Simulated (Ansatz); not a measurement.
**K on Al(100): change of the work function**

How does K on the hollow site change the work function of Al(100) as the layer fills?

Method: plane-wave DFT, PBE, Ansatz PAW, in Ansatz 0.2.0.

The raw output is cut from this account; settings, times and results stay.

## 1. The starting structure

The cell holds 4 atoms: 4 Al. Its edges and angles: a = 2.864 Å, b = 2.864 Å, c = 24.075 Å, α = 90.0°, β = 90.0°, γ = 90.0°. Vacuum lies along c.

## 2. The clean slab

The bare slab comes first, as the zero from which every change is counted. The two lowest layers are held at bulk places and the upper ones relax. The dipole correction removes the false field that a one-sided slab makes across the periodic vacuum, so each face gets a flat vacuum level of its own.

File input.yaml:

```yaml
crystal:
  lattice:
    - [2.8637824638, 0.0, 0.0]
    - [0.0, 2.8637824638, 0.0]
    - [0.0, 0.0, 24.075]
  atoms:
    - { symbol: Al, position: [0.5, 0.5, 0.3738317757] }
    - { symbol: Al, position: [0.0, 0.0, 0.4579439252] }
    - { symbol: Al, position: [0.5, 0.5, 0.5420560748] }
    - { symbol: Al, position: [0.0, 0.0, 0.6261682243] }
kpoints:
  mp_grid: { grid: [12, 12, 1] }
hamiltonian:
  xc: pbe
scf:
  occupations: { method: fermi_dirac, width: 0.1 }
  convergence: { dr2_threshold: 1.0e-08 }
efield:
  axis: 3
  dipole_correction: true
  ramp_position: 0.97
  ramp_width: 0.06
relax:
  f_tol: 0.02
  max_steps: 60
  constraints: [{ sites: [0, 1] }]
output:
  write_potential: true
  write_density: true
  volumetric_format: npy
```

On the command line:

```sh
> ansatz run input.yaml --threads 2 --pin off --max-ram 4096MiB --backend cpu --events-out ev --progress --plain --runs-dir out
```

Run time: 7.4 s. Hardware: 2 threads of Arm Neoverse V1, shared host; peak memory 0.36 GiB.

Step by step:

```csv
step,energy less that of the first step (eV),largest force component (eV/Å)
1,0.0000,0.0860
2,-0.0007,0.0199
```

Forces are held to the 8 operations that the program found; a distortion that breaks them can't arise in this run.

The atoms that moved most (Å):

| atom | dx | dy | dz | length |
| --- | --- | --- | --- | --- |
| Al3 | 0.000 | 0.000 | -0.016 | 0.016 |
| Al4 | 0.000 | 0.000 | 0.011 | 0.011 |

The relaxed structure:

```xyz
4
Lattice="2.8638 0.0000 0.0000 0.0000 2.8638 0.0000 0.0000 0.0000 24.0750" Properties=species:S:1:pos:R:3
Al    1.4319    1.4319    9.0000
Al    0.0000    0.0000   11.0250
Al    1.4319    1.4319   13.0343
Al    0.0000    0.0000   15.0859
```

This step gave:

```yaml
energy_at_zero_smearing: -2149.0408 eV
work_function_upper_face: 4.293 eV
dipole_along_the_normal: 3.97e-4 e·Å
```

Running mean over 2.025 Å of the planar mean; the ramp of the sawtooth is left out. Electron's electrostatic potential energy less the Fermi level against z:

| z (Å) | electron's electrostatic potential energy less the Fermi level (eV) |
| --- | --- |
| 3 | 4.30 |
| 4 | 4.30 |
| 5 | 4.30 |
| 6 | 4.23 |
| 7 | 3.50 |
| 8 | -0.524 |
| 9 | -4.18 |
| 10 | -4.56 |
| 11 | -4.58 |
| 12 | -4.62 |
| 13 | -4.56 |
| 14 | -4.45 |
| 15 | -4.25 |
| 16 | -0.942 |
| 17 | 3.30 |
| 18 | 4.21 |
| 19 | 4.29 |
| 20 | 4.29 |
| 21 | 4.29 |

The relaxation took 2 steps and lowered the energy by 7.4e-4 eV; the largest force on the free atoms ends at 0.020 eV/Å.

The work function of the upper face is 4.29 eV.

## 3. The covered slab, k-mesh 4×4×1, coverage 0.111 ML

System of this step: KAl36 (K/Al(100)). The cell holds 37 atoms: 36 Al and 1 K. Its edges and angles: a = 8.591 Å, b = 8.591 Å, c = 26.738 Å, α = 90.0°, β = 90.0°, γ = 90.0°. Vacuum lies along c.

The clean slab as it ended is repeated in the plane and the adsorbate is set on one face; the cell's size fixes the coverage, and the k-mesh shrinks with it to keep the sampling density about even. Adsorbate and upper layers relax, since the dipole depends on the height.

File input.yaml:

```yaml
crystal:
  lattice:
    - [8.5913473914, 0.0, 0.0]
    - [0.0, 8.5913473914, 0.0]
    - [0.0, 0.0, 26.7384886602]
  atoms:
    - { symbol: Al, position: [0.1666666667, 0.1666666667, 0.3365934445] }
    - { symbol: Al, position: [0.0, 0.0, 0.4123269695] }
    - { symbol: Al, position: [0.1666666667, 0.1666666667, 0.4874745338] }
    - { symbol: Al, position: [0.0, 0.0, 0.5642013034] }
    - { symbol: Al, position: [0.1666666667, 0.5, 0.3365934445] }
    - { symbol: Al, position: [0.0, 0.3333333333, 0.4123269695] }
    - { symbol: Al, position: [0.1666666667, 0.5, 0.4874745338] }
    - { symbol: Al, position: [0.0, 0.3333333333, 0.5642013034] }
[... 25 atom lines left out ...]
    - { symbol: Al, position: [0.6666666667, 0.6666666667, 0.4123269695] }
    - { symbol: Al, position: [0.8333333333, 0.8333333333, 0.4874745338] }
    - { symbol: Al, position: [0.6666666667, 0.6666666667, 0.5642013034] }
    - { symbol: K, position: [0.1666666667, 0.1666666667, 0.6634065555] }
kpoints:
  mp_grid: { grid: [4, 4, 1] }
hamiltonian:
  xc: pbe
scf:
  occupations: { method: fermi_dirac, width: 0.1 }
  convergence: { dr2_threshold: 1.0e-08 }
efield:
  axis: 3
  dipole_correction: true
  ramp_position: 0.97
  ramp_width: 0.06
relax:
  f_tol: 0.02
  max_steps: 60
  constraints:
    - { sites: [0, 1, 4, 5, 8, 9, 12, 13, 16, 17, 20, 21, 24, 25, 28, 29, 32, 33] }
output:
  write_potential: true
  write_density: true
  volumetric_format: npy
```

It took 4.1 min on 2 threads; peak memory 2.5 GiB; 7.8 min of CPU time.

Relaxation path:

```
step  energy less that of the first step (eV)  largest force component (eV/Å)
   1                                   0.0000                          0.5058
   2                                  -0.0469                          0.2265
   3                                  -0.0573                          0.0282
   4                                  -0.0576                          0.0025
```

Forces are held to the 8 operations that the program found; a distortion that breaks them can't arise in this run.

The atoms that moved most (Å):

```
atom      dx      dy      dz  length
 K37   0.000   0.000   0.144   0.144
 Al4  -0.015  -0.015  -0.038   0.044
 Al8  -0.015   0.015  -0.038   0.044
Al16   0.015  -0.015  -0.038   0.044
Al20   0.015   0.015  -0.038   0.044
Al36   0.000   0.000   0.012   0.012
Al28   0.000   0.000   0.010   0.010
Al12   0.000   0.000   0.010   0.010
```

Final coordinates:

```xyz
37
Lattice="8.5913 0.0000 0.0000 0.0000 8.5913 0.0000 0.0000 0.0000 26.7385" Properties=species:S:1:pos:R:3
Al    1.4319    1.4319    9.0000
Al    0.0000    0.0000   11.0250
Al    1.4319    1.4319   13.0378
Al   -0.0150   -0.0150   15.0478
Al    1.4319    4.2957    9.0000
Al    0.0000    2.8638   11.0250
Al    1.4319    4.3011   13.0367
Al   -0.0150    2.8788   15.0478
Al    1.4319    7.1595    9.0000
Al    0.0000    5.7276   11.0250
Al    1.4319    7.1541   13.0367
Al   -0.0001    5.7276   15.0963
Al    4.2957    1.4319    9.0000
Al    2.8638    0.0000   11.0250
Al    4.3011    1.4319   13.0367
Al    2.8788   -0.0150   15.0478
Al    4.2957    4.2957    9.0000
Al    2.8638    2.8638   11.0250
Al    4.3012    4.3012   13.0397
Al    2.8788    2.8788   15.0478
Al    4.2957    7.1595    9.0000
Al    2.8638    5.7276   11.0250
Al    4.3012    7.1540   13.0397
Al    2.8639    5.7276   15.0963
Al    7.1595    1.4319    9.0000
Al    5.7276    0.0000   11.0250
Al    7.1541    1.4319   13.0367
Al    5.7276   -0.0001   15.0963
Al    7.1595    4.2957    9.0000
Al    5.7276    2.8638   11.0250
Al    7.1540    4.3012   13.0397
Al    5.7276    2.8639   15.0963
Al    7.1595    7.1595    9.0000
Al    5.7276    5.7276   11.0250
Al    7.1540    7.1540   13.0397
Al    5.7276    5.7276   15.0981
K     1.4319    1.4319   17.8822
```

Numbers from this step:

- energy at zero smearing: -20879.9400 eV
- work function, upper face: 1.884 eV
- work function, lower face: 4.305 eV
- dipole along the normal: 0.9876 e·Å
- step between the vacuum levels: -2.421 eV

Running mean over 2.025 Å of the planar mean; the ramp of the sawtooth is left out. The electron's electrostatic potential energy less the Fermi level by z:

z (Å), electron's electrostatic potential energy less the Fermi level (eV) and a bar from the least value:
```
        4       4.31 ##############################
        5       4.30 ##############################
        6       4.24 ##############################
        7       3.51 ###########################
        8      -0.51 ##############
        9      -4.17 #
       10      -4.55 
       11      -4.58 
       12      -4.60 
       13      -4.57 
       14      -4.52 
       15      -4.26 #
       16      -1.11 ############
       17       1.89 ######################
       18       1.55 #####################
       19       1.61 #####################
       20       1.87 ######################
       21       1.88 ######################
       22       1.88 ######################
       23       1.88 ######################
```

The relaxation took 4 steps and lowered the energy by 0.058 eV; the largest force on the free atoms ends at 0.0025 eV/Å.

The covered face has 1.88 eV, -2.41 eV against the clean one; the bare back face has moved by +0.00 eV, a measure of how thin the slab is.

## 4. Adsorbate added, k-mesh 6×6×1, coverage 0.25 ML

System of this step: KAl16 (K/Al(100)). The cell holds 17 atoms: 16 Al and 1 K. Cell: a = 5.728 Å, b = 5.728 Å, c = 26.738 Å, α = 90.0°, β = 90.0°, γ = 90.0°. Vacuum lies along c.

Another coverage, to see how the dipoles act on each other as their distance changes.

File input.yaml:

```yaml
crystal:
  lattice:
    - [5.7275649276, 0.0, 0.0]
    - [0.0, 5.7275649276, 0.0]
    - [0.0, 0.0, 26.7384886602]
  atoms:
    - { symbol: Al, position: [0.25, 0.25, 0.3365934445] }
    - { symbol: Al, position: [0.0, 0.0, 0.4123269695] }
    - { symbol: Al, position: [0.25, 0.25, 0.4874745338] }
    - { symbol: Al, position: [0.0, 0.0, 0.5642013034] }
    - { symbol: Al, position: [0.25, 0.75, 0.3365934445] }
    - { symbol: Al, position: [0.0, 0.5, 0.4123269695] }
    - { symbol: Al, position: [0.25, 0.75, 0.4874745338] }
    - { symbol: Al, position: [0.0, 0.5, 0.5642013034] }
    - { symbol: Al, position: [0.75, 0.25, 0.3365934445] }
    - { symbol: Al, position: [0.5, 0.0, 0.4123269695] }
    - { symbol: Al, position: [0.75, 0.25, 0.4874745338] }
    - { symbol: Al, position: [0.5, 0.0, 0.5642013034] }
    - { symbol: Al, position: [0.75, 0.75, 0.3365934445] }
    - { symbol: Al, position: [0.5, 0.5, 0.4123269695] }
    - { symbol: Al, position: [0.75, 0.75, 0.4874745338] }
    - { symbol: Al, position: [0.5, 0.5, 0.5642013034] }
    - { symbol: K, position: [0.25, 0.25, 0.6634065555] }
kpoints:
  mp_grid: { grid: [6, 6, 1] }
hamiltonian:
  xc: pbe
scf:
  occupations: { method: fermi_dirac, width: 0.1 }
  convergence: { dr2_threshold: 1.0e-08 }
efield:
  axis: 3
  dipole_correction: true
  ramp_position: 0.97
  ramp_width: 0.06
relax:
  f_tol: 0.02
  max_steps: 60
  constraints: [{ sites: [0, 1, 4, 5, 8, 9, 12, 13] }]
output:
  dos: { projected: true, e_range: [-8, 4] }
  write_potential: true
  write_density: true
  volumetric_format: npy
  elf: true
```

The job ended after 87 s (2 threads; peak memory 1 GiB; 2.8 min of CPU time).

Relaxation path:

| step | energy less that of the first step (eV) | largest force component (eV/Å) |
| --- | --- | --- |
| 1 | 0.0000 | 0.4866 |
| 2 | -0.0390 | 0.2523 |
| 3 | -0.0547 | 0.0511 |
| 4 | -0.0554 | 0.0128 |

Forces are held to the 8 operations that the program found; a distortion that breaks them can't arise in this run.

The atoms that moved most (Å):

| atom | dx | dy | dz | length |
| --- | --- | --- | --- | --- |
| K17 | 0.000 | 0.000 | 0.217 | 0.217 |
| Al16 | 0.007 | 0.007 | -0.017 | 0.020 |
| Al12 | 0.007 | -0.007 | -0.017 | 0.020 |
| Al8 | -0.007 | 0.007 | -0.017 | 0.020 |
| Al4 | -0.007 | -0.007 | -0.017 | 0.020 |
| Al3 | 0.000 | 0.000 | 0.008 | 0.008 |

Final coordinates:

```cif
data_structure
_symmetry_space_group_name_H-M 'P 1'
_symmetry_Int_Tables_number 1
_cell_length_a 5.7276
_cell_length_b 5.7276
_cell_length_c 26.7385
_cell_angle_alpha 90.000
_cell_angle_beta 90.000
_cell_angle_gamma 90.000
_cell_volume 877.16
loop_
_atom_site_label
_atom_site_type_symbol
_atom_site_fract_x
_atom_site_fract_y
_atom_site_fract_z
_atom_site_occupancy
Al1 Al 0.25000 0.25000 0.33659 1
Al2 Al 0.00000 0.00000 0.41233 1
Al3 Al 0.25000 0.25000 0.48776 1
Al4 Al 0.99881 0.99881 0.56355 1
Al5 Al 0.25000 0.75000 0.33659 1
Al6 Al 0.00000 0.50000 0.41233 1
Al7 Al 0.25000 0.75000 0.48763 1
Al8 Al 0.99881 0.50119 0.56355 1
Al9 Al 0.75000 0.25000 0.33659 1
Al10 Al 0.50000 0.00000 0.41233 1
Al11 Al 0.75000 0.25000 0.48763 1
Al12 Al 0.50119 0.99881 0.56355 1
Al13 Al 0.75000 0.75000 0.33659 1
Al14 Al 0.50000 0.50000 0.41233 1
Al15 Al 0.75000 0.75000 0.48752 1
Al16 Al 0.50119 0.50119 0.56355 1
K17 K 0.25000 0.25000 0.67153 1
```

This step gave:

* energy at zero smearing: -10134.4790 eV
* work function, upper face: 1.919 eV
* work function, lower face: 4.308 eV
* dipole along the normal: 0.4332 e·Å
* step between the vacuum levels: -2.390 eV

The density of states has structure finer than the step of the table below, so its rows give means over 0.25 eV. Peaks (eV: height): -6.050: 19.4, -1.020: 13.5, 0.210: 11.0, 0.660: 12.0, 0.840: 11.0, 1.350: 18.1, 1.620: 13.3.

The density of states by energy, zero at the Fermi level; means over each step:

energy (eV), density of states (states/eV a cell) and a bar from the least value:
```
    -7.75        2.9 #
    -7.50        2.6 
    -7.25        4.1 #####
    -7.00        3.5 ###
    -6.75        3.6 ###
    -6.50        4.1 #####
    -6.25        4.9 #######
    -6.00        7.2 ##############
    -5.75        3.7 ####
    -5.50        2.7 
    -5.25        4.0 ####
    -5.00        4.3 #####
    -4.75        5.5 #########
    -4.50        5.8 ##########
    -4.25        5.9 ##########
    -4.00        4.8 #######
    -3.75        6.2 ###########
    -3.50        3.6 ###
    -3.25        4.7 #######
    -3.00        9.5 #####################
    -2.75        6.7 #############
    -2.50        4.5 ######
    -2.25        7.6 ################
    -2.00        7.8 ################
    -1.75        5.0 #######
    -1.50        7.6 ################
    -1.25        6.0 ###########
    -1.00        9.0 ####################
    -0.75        7.8 ################
    -0.50        8.6 ###################
    -0.25        7.2 ##############
     0.00        4.9 #######
     0.25        9.7 ######################
     0.50        9.5 #####################
     0.75       10.0 #######################
     1.00        7.8 ################
     1.25       12.2 ##############################
     1.50        9.8 #######################
     1.75        8.2 ##################
```

Projected DOS per atom over height of the atomic layer and energy from the Fermi level. Layers: Al4 Al4 Al4 Al4 K from below.

Values in states/eV, 22 rows by 5 columns, each cell a mean:
```
0.40 0.32 0.35 0.43 0.20
0.48 0.54 0.57 0.50 0.39
0.60 0.35 0.34 0.65 0.88
0.60 0.36 0.38 0.62 1.11
0.35 0.27 0.26 0.39 0.61
0.52 0.46 0.45 0.56 0.11
0.56 0.40 0.40 0.59 0.06
0.55 0.30 0.30 0.55 0.08
0.46 0.30 0.31 0.47 0.08
0.41 0.36 0.36 0.45 0.04
0.42 0.45 0.45 0.46 0.01
0.36 0.29 0.29 0.39 0.02
0.36 0.27 0.27 0.39 0.03
0.34 0.33 0.33 0.37 0.03
0.33 0.38 0.38 0.35 0.01
0.25 0.25 0.25 0.26 0.01
0.16 0.21 0.21 0.17 0.01
0.29 0.40 0.40 0.30 0.01
0.22 0.28 0.28 0.23 0.01
0.18 0.25 0.25 0.19 0.01
0.18 0.27 0.27 0.18 0.01
0.15 0.21 0.21 0.15 0.00
```
Columns: height of the atomic layer (Å) from 9 to 18.0 (not evenly spaced); rows upwards: energy from the Fermi level (eV) from -7.96 to 1.95.

Electrostatic potential energy in the ca plane at fractional y = 0.250, with atoms of Al and K within 0.2 Å of it. With pseudopotentials it is smooth inside the atoms' cores, unlike the true potential.

Ten even steps from '0' (-19 eV) to '9' (4 eV), each cell a mean:
```
76678888888766788888999999888999999999999999
31137888887411368889999999999999999999999999
02204899985023138999999999999999999999999999
15513799984155227999999999999999999999999999
02204899985022148999999999999999999999999999
31137888887411368889999999999999999999999999
76678888888766788888999999888999999999999999
87788887888877888888999988778889999999999999
54467888888644578888999875346788999999999999
11115889986211158999999740002688999999999999
04413799984045127999998610000478999999999999
04413799984045127999998610000478999999999999
10015889986111158999999740002688999999999999
64467888888644678888999875346788999999999999
87788887888877888888899988778889999999999999
```
Columns run along c (16.0 Å, from fractional 0.32 to 0.92 of the cell; values clipped at the 3rd and 97th percentile), rows up along a (5.7 Å). Atoms in or near the plane, at fractional coordinates: Al at (0.34, 0.25), Al at (0.49, 0.25), Al at (0.34, 0.75), Al at (0.49, 0.75), K at (0.67, 0.25).

Valence density in the ca plane at fractional y = 0.250, with atoms of Al and K within 0.2 Å of it. It is the smooth field of the valence electrons, not physical close to the nuclei.

Values in e/Å³, 8 rows by 16 columns, each cell a mean:
```
0.2 0.2 0.2 0.2 0.2 0.2 0.2 0.1 0.0 0.0 0.0 0.0 0.0 0.0 0.0 0.0
0.1 0.2 0.1 0.2 0.1 0.2 0.1 0.1 0.0 0.0 0.0 0.0 0.0 0.0 0.0 0.0
0.1 0.2 0.1 0.2 0.1 0.2 0.1 0.1 0.0 0.0 0.0 0.0 0.0 0.0 0.0 0.0
0.2 0.2 0.2 0.2 0.2 0.2 0.2 0.1 0.0 0.0 0.0 0.0 0.0 0.0 0.0 0.0
0.2 0.2 0.2 0.2 0.2 0.2 0.2 0.1 0.1 0.6 0.2 0.0 0.0 0.0 0.0 0.0
0.1 0.2 0.1 0.2 0.1 0.2 0.1 0.1 0.3 3.2 1.3 0.0 0.0 0.0 0.0 0.0
0.1 0.2 0.1 0.2 0.1 0.2 0.1 0.1 0.2 2.5 0.9 0.0 0.0 0.0 0.0 0.0
0.2 0.2 0.2 0.2 0.2 0.2 0.2 0.1 0.1 0.2 0.1 0.0 0.0 0.0 0.0 0.0
```
Columns run along c (16.0 Å, from fractional 0.32 to 0.92 of the cell), rows up along a (5.7 Å). Atoms in or near the plane, at fractional coordinates: Al at (0.34, 0.25), Al at (0.49, 0.25), Al at (0.34, 0.75), Al at (0.49, 0.75), K at (0.67, 0.25).

(Continued in part 2 of 2.)

[Long decimals in the printed logs are rounded to 6 places.]

[Logs are printed without paths, hosts, clocks, repeated set-up lines and the standing remarks that a program may print on its own settings, such as how far it seeks lower states.]

[Hosts, paths, dates, database ids (printed as entryN), source tags and the programs' standing remarks are cut or masked in the printed files.]

[Maps of the electrostatic potential energy from Ansatz leave out the sawtooth potential of an applied field or a dipole correction, so their vacuum need not be flat; planar profiles and work functions include it.]

[The density of states shown here was stored with 400 of the rows of the run's finer table, so its peaks can read low, often by over a quarter, or be missed, and its means over a window can be off by a tenth or more.]
